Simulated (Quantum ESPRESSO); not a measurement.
# Fixed-spin-moment curve of CoSi

Wanted: E(M) for CoSi from a parallel start.

Calculated with Quantum ESPRESSO 7.5; PBE; plane waves with GBRV 1.5 PBE potentials, no spin-orbit coupling.

## Step 1: Set-up

Symmetry: P2_13, No. 198, cubic system. Conventional cell: a = 4.444 Å, b = 4.444 Å, c = 4.444 Å, α = 90.00°, β = 90.00°, γ = 90.00°. Nearest to Co lie 7 Si at 2.31 to 2.45 Å. Si has 7 Co at 2.31 to 2.45 Å nearest. Farther neighbours are not listed.

The lattice constants were typed from memory of published values and not checked against a source.

## Step 2: The free run

pw.in

```
&CONTROL
  calculation = 'scf'
  prefix = 'pwscf'
  outdir = './tmp'
  pseudo_dir = './pseudo'
  disk_io = 'nowf'
/
&SYSTEM
  ibrav = 0
  celldm(1) = 8
  nat = 8
  ntyp = 2
  ecutwfc = 40
  ecutrho = 280
  nbnd = 59
  occupations = 'smearing'
  smearing = 'fd'
  degauss = 0.00367493
  nspin = 2
  starting_magnetization(1) = 0.1176
  starting_magnetization(2) = 0
/
&ELECTRONS
  conv_thr = 1.6d-08
  electron_maxstep = 150
  mixing_beta = 0.3
/
ATOMIC_SPECIES
Co     58.9332 co_pbe_v1.2.uspp.F.UPF
Si     28.0850 si_pbe_v1.uspp.F.UPF
CELL_PARAMETERS alat
   1.0497428622296    0.0000000000000    0.0000000000000
   0.0000000000000    1.0497428622296    0.0000000000000
   0.0000000000000    0.0000000000000    1.0497428622296
ATOMIC_POSITIONS crystal
Co      0.1430000000    0.1430000000    0.1430000000
Co      0.6430000000    0.3570000000    0.8570000000
Co      0.8570000000    0.6430000000    0.3570000000
Co      0.3570000000    0.8570000000    0.6430000000
Si      0.8430000000    0.8430000000    0.8430000000
Si      0.3430000000    0.6570000000    0.1570000000
Si      0.1570000000    0.3430000000    0.6570000000
Si      0.6570000000    0.1570000000    0.3430000000
K_POINTS automatic
6 6 6 0 0 0
```

Launch:

```sh
$ OMP_NUM_THREADS=1 mpirun -n 4 pw.x -nk 4 -in pw.in > pw.out
```

The program printed:

```text
Program PWSCF v.7.5 starts

     Message from routine setup:
     using ibrav=0 with symmetry is DISCOURAGED, use correct ibrav instead

     K-points division:     npool     =       4
     Subspace diagonalization in iterative solution of the eigenvalue problem:

     G-vector sticks info
     --------------------
     sticks:   dense  smooth     PW     G-vecs:    dense   smooth      PW
     Sum        1581     885    277                46897    20197    3407

     Using Slab Decomposition

     bravais-lattice index     =            0
     lattice parameter (alat)  =       8.0000  a.u.
     unit-cell volume          =     592.2687 (a.u.)^3
     number of atoms/cell      =            8
     number of atomic types    =            2
     number of electrons       =        84.00
     number of Kohn-Sham states=           59
     kinetic-energy cutoff     =      40.0000  Ry
     charge density cutoff     =     280.0000  Ry
     scf convergence threshold =      1.6E-08
     mixing beta               =       0.3000
     number of iterations used =            8  plain     mixing
     Exchange-correlation= SLA  PW   PBE  PBE
                           (   1   4   3   4   0   0   0)

     celldm(1)=   8.000000  celldm(2)=   0.000000  celldm(3)=   0.000000
     celldm(4)=   0.000000  celldm(5)=   0.000000  celldm(6)=   0.000000

     crystal axes: (cart. coord. in units of alat)
               a(1) = (   1.049743   0.000000   0.000000 )
               a(2) = (   0.000000   1.049743   0.000000 )
               a(3) = (   0.000000   0.000000   1.049743 )

     reciprocal axes: (cart. coord. in units 2 pi/alat)
               b(1) = (  0.952614  0.000000  0.000000 )
               b(2) = (  0.000000  0.952614  0.000000 )
               b(3) = (  0.000000  0.000000  0.952614 )

     PseudoPot. # 1 for Co read from file:
     co_pbe_v1.2.uspp.F.UPF
     Pseudo is Ultrasoft + core correction, Zval = 17.0
     Generated by new atomic code, or converted to UPF format
     Using radial grid of  863 points,  6 beta functions with:
                l(1) =   0
                l(2) =   0
                l(3) =   1
                l(4) =   1
                l(5) =   2
                l(6) =   2
     Q(r) pseudized with  8 coefficients,  rinner =    1.200   1.200   1.200
                                                       1.200   1.200

     PseudoPot. # 2 for Si read from file:
     si_pbe_v1.uspp.F.UPF
     Pseudo is Ultrasoft + core correction, Zval =  4.0
     Generated by new atomic code, or converted to UPF format
     Using radial grid of  899 points,  6 beta functions with:
                l(1) =   0
                l(2) =   0
                l(3) =   1
                l(4) =   1
                l(5) =   2
                l(6) =   2
     Q(r) pseudized with  8 coefficients,  rinner =    0.900   0.900   0.900
                                                       0.900   0.900

     atomic species   valence    mass     pseudopotential
     Co               17.00    58.93320     Co( 1.00)
     Si                4.00    28.08500     Si( 1.00)

     Starting magnetic structure
     atomic species   magnetization
     Co              0.118
     Si              0.000

     12 Sym. Ops. (no inversion) found ( 9 have fractional translation)

   Cartesian axes

     site n.     atom                  positions (alat units)
         1        Co     tau(   1) = (   0.1501132   0.1501132   0.1501132  )
         2        Co     tau(   2) = (   0.6749847   0.3747582   0.8996296  )
         3        Co     tau(   3) = (   0.8996296   0.6749847   0.3747582  )
         4        Co     tau(   4) = (   0.3747582   0.8996296   0.6749847  )
         5        Si     tau(   5) = (   0.8849332   0.8849332   0.8849332  )
         6        Si     tau(   6) = (   0.3600618   0.6896811   0.1648096  )
         7        Si     tau(   7) = (   0.1648096   0.3600618   0.6896811  )
         8        Si     tau(   8) = (   0.6896811   0.1648096   0.3600618  )

     number of k points=    24  Fermi-Dirac smearing, width (Ry)=  0.0037
                       cart. coord. in units 2pi/alat
        k(    1) = (   0.0000000   0.0000000   0.0000000), wk =   0.0046296
        k(    2) = (   0.0000000   0.0000000   0.1587690), wk =   0.0277778
        k(    3) = (   0.0000000   0.0000000   0.3175381), wk =   0.0277778
        k(    4) = (   0.0000000   0.0000000  -0.4763071), wk =   0.0138889
        k(    5) = (   0.0000000   0.1587690   0.1587690), wk =   0.0555556
        [... 19 further k-points ...]

     Dense  grid:    46897 G-vectors     FFT dimensions: (  48,  48,  48)

     Smooth grid:    20197 G-vectors     FFT dimensions: (  36,  36,  36)

     Check: negative core charge=   -0.000026
     Generating pointlists ...
     new r_m :   0.2250 (alat units)  1.8000 (a.u.) for type    1
     new r_m :   0.2250 (alat units)  1.8000 (a.u.) for type    2

     Initial potential from superposition of free atoms

     starting charge      79.9973, renormalised to      84.0000
     Starting wfcs are   68 randomized atomic wfcs

     Self-consistent Calculation

     iteration #  1     ecut=    40.00 Ry     beta= 0.30
     Davidson diagonalization with overlap
     ethr =  1.00E-02,  avg # of iterations =  5.0

     total energy              =   -1210.87002777 Ry
     estimated scf accuracy    <      62.66371649 Ry

     total magnetization       =     2.36 Bohr mag/cell
     absolute magnetization    =     3.09 Bohr mag/cell

     iteration #  2     ecut=    40.00 Ry     beta= 0.30
     Davidson diagonalization with overlap
     ethr =  1.00E-02,  avg # of iterations =  3.0

     total energy              =   -1229.51336927 Ry
     estimated scf accuracy    <      48.58544964 Ry

     total magnetization       =     0.17 Bohr mag/cell
     absolute magnetization    =     0.50 Bohr mag/cell

     iteration #  3     ecut=    40.00 Ry     beta= 0.30
     Davidson diagonalization with overlap
     ethr =  1.00E-02,  avg # of iterations =  2.0

     total energy              =   -1232.60599288 Ry
     estimated scf accuracy    <       3.10026670 Ry

     total magnetization       =     0.83 Bohr mag/cell
     absolute magnetization    =     2.09 Bohr mag/cell

     [... further iterations left out ...]

     iteration # 12     ecut=    40.00 Ry     beta= 0.30
     Davidson diagonalization with overlap
     ethr =  1.26E-06,  avg # of iterations =  1.5

     total energy              =   -1232.68374971 Ry
     estimated scf accuracy    <       0.00000468 Ry

     total magnetization       =    -0.00 Bohr mag/cell
     absolute magnetization    =     0.00 Bohr mag/cell

     iteration # 13     ecut=    40.00 Ry     beta= 0.30
     Davidson diagonalization with overlap
     ethr =  5.57E-09,  avg # of iterations =  3.6

     total energy              =   -1232.68375249 Ry
     estimated scf accuracy    <       0.00000107 Ry

     total magnetization       =    -0.00 Bohr mag/cell
     absolute magnetization    =     0.00 Bohr mag/cell

     iteration # 14     ecut=    40.00 Ry     beta= 0.30
     Davidson diagonalization with overlap
     ethr =  1.27E-09,  avg # of iterations =  1.9

     total energy              =   -1232.68375265 Ry
     estimated scf accuracy    <       0.00000016 Ry

     total magnetization       =    -0.00 Bohr mag/cell
     absolute magnetization    =     0.00 Bohr mag/cell

     iteration # 15     ecut=    40.00 Ry     beta= 0.30
     Davidson diagonalization with overlap
     ethr =  1.85E-10,  avg # of iterations =  2.7

     Magnetic moment per site  (integrated on atomic sphere of radius R)
     atom   1 (R=0.225)  charge= 15.3547  magn=  0.0001
     atom   2 (R=0.225)  charge= 15.3547  magn=  0.0001
     atom   3 (R=0.225)  charge= 15.3547  magn=  0.0001
     atom   4 (R=0.225)  charge= 15.3547  magn=  0.0001
     atom   5 (R=0.225)  charge=  1.7565  magn= -0.0000
     atom   6 (R=0.225)  charge=  1.7565  magn= -0.0000
     atom   7 (R=0.225)  charge=  1.7565  magn= -0.0000
     atom   8 (R=0.225)  charge=  1.7565  magn= -0.0000

     End of self-consistent calculation

     [... lines left out ...]
     the Fermi energy is    16.4269 ev

!    total energy              =   -1232.68375270 Ry
     estimated scf accuracy    <       0.00000002 Ry
     smearing contrib. (-TS)   =      -0.00104971 Ry
     internal energy E=F+TS    =   -1232.68270298 Ry

     The total energy is F=E-TS. E is the sum of the following terms:
     one-electron contribution =    -813.39609769 Ry
     hartree contribution      =     458.78296497 Ry
     xc contribution           =    -148.87299617 Ry
     ewald contribution        =    -729.19657410 Ry

     total magnetization       =     0.00 Bohr mag/cell
     absolute magnetization    =     0.00 Bohr mag/cell

     convergence has been achieved in  15 iterations

=------------------------------------------------------------------------------=
   JOB DONE.
=------------------------------------------------------------------------------=
```

Wall time 49 s (4 MPI ranks of Arm Neoverse V2, shared host); peak memory 0.56 GiB.

Spin moment in the atom's sphere by atom:

```csv
atom,spin moment in the atom's sphere (μB)
Co1,0.0001
Co2,0.0001
Co3,0.0001
Co4,0.0001
Si5,0.0000
Si6,0.0000
Si7,0.0000
Si8,0.0000
```

Numbers from this step:

| Property | Result |
| --- | --- |
| smearing term TS | 0.01428 eV |
| magnetization | 0 μB |
| absolute magnetization | 0 μB |
| final state | non-magnetic |

## Step 3: Moment fixed at 0 μB

The two spin channels are filled to separate Fermi energies, so that the total moment meets the target. Half of the up one less the down one is the slope dE/dM.

pw.in, as its differences from that of step 2:

```diff
@@ -14,3 +14,3 @@
   ecutrho = 280
-  nbnd = 59
+  nbnd = 56
   occupations = 'smearing'
@@ -19,4 +19,5 @@
   nspin = 2
-  starting_magnetization(1) = 0.1176
+  starting_magnetization(1) = 0.0059
   starting_magnetization(2) = 0
+  tot_magnetization = 0
 /
```

The program printed:

```text
     [... lines left out ...]
Program PWSCF v.7.5 starts
     [... lines left out ...]
     number of atoms/cell      =            8
     [... lines left out ...]
     number of electrons       =        84.00 (up:  42.00, down:  42.00)
     number of Kohn-Sham states=           56
     kinetic-energy cutoff     =      40.0000  Ry
     charge density cutoff     =     280.0000  Ry
     scf convergence threshold =      1.6E-08
     [... lines left out ...]
     12 Sym. Ops. (no inversion) found ( 9 have fractional translation)
     [... lines left out ...]
     number of k points=    24  Fermi-Dirac smearing, width (Ry)=  0.0037
     [... lines left out ...]
     iteration # 19     ecut=    40.00 Ry     beta= 0.30
     [... lines left out ...]
     Magnetic moment per site  (integrated on atomic sphere of radius R)
     atom   1 (R=0.225)  charge= 15.3546  magn=  0.0000
     atom   2 (R=0.225)  charge= 15.3546  magn=  0.0000
     atom   3 (R=0.225)  charge= 15.3546  magn=  0.0000
     atom   4 (R=0.225)  charge= 15.3546  magn=  0.0000
     atom   5 (R=0.225)  charge=  1.7565  magn= -0.0000
     atom   6 (R=0.225)  charge=  1.7565  magn= -0.0000
     atom   7 (R=0.225)  charge=  1.7565  magn= -0.0000
     atom   8 (R=0.225)  charge=  1.7565  magn= -0.0000
     [... lines left out ...]
     the spin up/dw Fermi energies are    16.4270   16.4270 ev
!    total energy              =   -1232.68375270 Ry
     estimated scf accuracy    <          1.9E-09 Ry
     smearing contrib. (-TS)   =      -0.00104978 Ry
     [... lines left out ...]
     total magnetization       =     0.00 Bohr mag/cell
     absolute magnetization    =     0.00 Bohr mag/cell
     convergence has been achieved in  19 iterations
```

Wall time 56 s (4 MPI ranks); peak memory 0.55 GiB.

This step gave:

| Item | Value |
| --- | --- |
| magnetization | 0 μB |
| absolute magnetization | 0 μB |
| half the difference of the two Fermi energies | 0 meV |
| largest moment | 0 μB |

## Step 4: Moment fixed at 0.267 μB

pw.in, as its differences from that of step 3:

```diff
@@ -21,3 +21,3 @@
   starting_magnetization(2) = 0
-  tot_magnetization = 0
+  tot_magnetization = 0.267
 /
```

The program printed:

```text
     [... lines left out ...]
Program PWSCF v.7.5 starts
     [... lines left out ...]
     number of atoms/cell      =            8
     [... lines left out ...]
     number of electrons       =        84.00 (up:  42.13, down:  41.87)
     number of Kohn-Sham states=           56
     kinetic-energy cutoff     =      40.0000  Ry
     charge density cutoff     =     280.0000  Ry
     scf convergence threshold =      1.6E-08
     [... lines left out ...]
     12 Sym. Ops. (no inversion) found ( 9 have fractional translation)
     [... lines left out ...]
     number of k points=    24  Fermi-Dirac smearing, width (Ry)=  0.0037
     [... lines left out ...]
     iteration # 18     ecut=    40.00 Ry     beta= 0.30
     [... lines left out ...]
     Magnetic moment per site  (integrated on atomic sphere of radius R)
     atom   1 (R=0.225)  charge= 15.3546  magn=  0.0712
     atom   2 (R=0.225)  charge= 15.3546  magn=  0.0712
     atom   3 (R=0.225)  charge= 15.3546  magn=  0.0712
     atom   4 (R=0.225)  charge= 15.3546  magn=  0.0712
     atom   5 (R=0.225)  charge=  1.7567  magn= -0.0019
     atom   6 (R=0.225)  charge=  1.7567  magn= -0.0019
     atom   7 (R=0.225)  charge=  1.7567  magn= -0.0019
     atom   8 (R=0.225)  charge=  1.7567  magn= -0.0019
     [... lines left out ...]
     the spin up/dw Fermi energies are    16.6191   16.3577 ev
!    total energy              =   -1232.68237921 Ry
     estimated scf accuracy    <          5.6E-09 Ry
     smearing contrib. (-TS)   =      -0.00163319 Ry
     [... lines left out ...]
     total magnetization       =     0.27 Bohr mag/cell
     absolute magnetization    =     0.31 Bohr mag/cell
     convergence has been achieved in  18 iterations
```

The job ended after 53 s (4 MPI ranks; peak memory 0.55 GiB; 3.5 min of CPU time).

Spin moment in the atom's sphere by atom:

```csv
atom,spin moment in the atom's sphere (μB)
Co1,0.0712
Co2,0.0712
Co3,0.0712
Co4,0.0712
Si5,-0.0019
Si6,-0.0019
Si7,-0.0019
Si8,-0.0019
```

Read from the output:

```
magnetization                                 : 0.267 μB
absolute magnetization                        : 0.313 μB
half the difference of the two Fermi energies : 130.7 meV
```

## Step 5: Moment fixed at 0.533 μB

pw.in, as its differences from that of step 4:

```diff
@@ -19,5 +19,5 @@
   nspin = 2
-  starting_magnetization(1) = 0.0059
+  starting_magnetization(1) = 0.0078
   starting_magnetization(2) = 0
-  tot_magnetization = 0.267
+  tot_magnetization = 0.533
 /
```

The program printed:

```text
     [... lines left out ...]
Program PWSCF v.7.5 starts
     [... lines left out ...]
     number of atoms/cell      =            8
     [... lines left out ...]
     number of electrons       =        84.00 (up:  42.27, down:  41.73)
     number of Kohn-Sham states=           56
     kinetic-energy cutoff     =      40.0000  Ry
     charge density cutoff     =     280.0000  Ry
     scf convergence threshold =      1.6E-08
     [... lines left out ...]
     12 Sym. Ops. (no inversion) found ( 9 have fractional translation)
     [... lines left out ...]
     number of k points=    24  Fermi-Dirac smearing, width (Ry)=  0.0037
     [... lines left out ...]
     iteration # 20     ecut=    40.00 Ry     beta= 0.30
     [... lines left out ...]
     Magnetic moment per site  (integrated on atomic sphere of radius R)
     atom   1 (R=0.225)  charge= 15.3542  magn=  0.1413
     atom   2 (R=0.225)  charge= 15.3542  magn=  0.1413
     atom   3 (R=0.225)  charge= 15.3542  magn=  0.1413
     atom   4 (R=0.225)  charge= 15.3542  magn=  0.1413
     atom   5 (R=0.225)  charge=  1.7570  magn= -0.0033
     atom   6 (R=0.225)  charge=  1.7570  magn= -0.0033
     atom   7 (R=0.225)  charge=  1.7570  magn= -0.0033
     atom   8 (R=0.225)  charge=  1.7570  magn= -0.0033
     [... lines left out ...]
     the spin up/dw Fermi energies are    16.7198   16.3372 ev
!    total energy              =   -1232.67919460 Ry
     estimated scf accuracy    <          7.4E-10 Ry
     smearing contrib. (-TS)   =      -0.00238612 Ry
     [... lines left out ...]
     total magnetization       =     0.53 Bohr mag/cell
     absolute magnetization    =     0.62 Bohr mag/cell
     convergence has been achieved in  20 iterations
```

Wall time 61 s (4 MPI ranks); peak memory 0.55 GiB.

Read from the output:

```
magnetization                                 : 0.533 μB
absolute magnetization                        : 0.621 μB
half the difference of the two Fermi energies : 191.3 meV
largest moment                                : 0.1413 μB
```

## Step 6: The curve

The runs not shown differ in the target, the start and the number of states alone. The point at 0.00 μB is the free run, entered with slope zero.

The energy over the lowest by total spin moment:

```csv
total spin moment (μB a cell),energy over the lowest (meV a cell)
0.000,0
0.000,0
0.267,18.7
0.533,62.0
0.800,118
1.067,181
1.333,248
1.600,318
1.867,390
2.133,465
2.400,548
```

Table of dE/dM by total spin moment:

```csv
total spin moment (μB a cell),dE/dM (meV/μB)
0.000,-0.00429
0.000,0
0.267,131
0.533,191
0.800,224
1.067,244
1.333,258
1.600,265
1.867,273
2.133,294
2.400,332
```

Largest site moment against total spin moment:

```csv
total spin moment (μB a cell),largest site moment (μB)
0.000,3.4e-6
0.000,7.1e-5
0.267,0.0712
0.533,0.141
0.800,0.210
1.067,0.278
1.333,0.345
1.600,0.411
1.867,0.477
2.133,0.542
2.400,0.605
```

## Step 7: Outcome

| Quantity | Value |
| --- | --- |
| moment of the free run | 0.00 μB a cell |

**Reading.** The energy is least at zero total moment. The points show one minimum alone. All runs start parallel; opposed orders may lie lower.

[Logs and program files are shortened in this print: banners, set-up blocks, solver, clock and traceback lines can be left out without a mark of their own.]

[Logs are printed without paths, hosts, clocks, repeated set-up lines and the standing remarks that a program may print on its own settings, such as how far it seeks lower states.]

[Hosts, paths, dates, database ids (printed as entryN), source tags and the programs' standing remarks are cut or masked in the printed files.]

[Where a cell is said to come from a database of computed structures, the database is the Materials Project.]
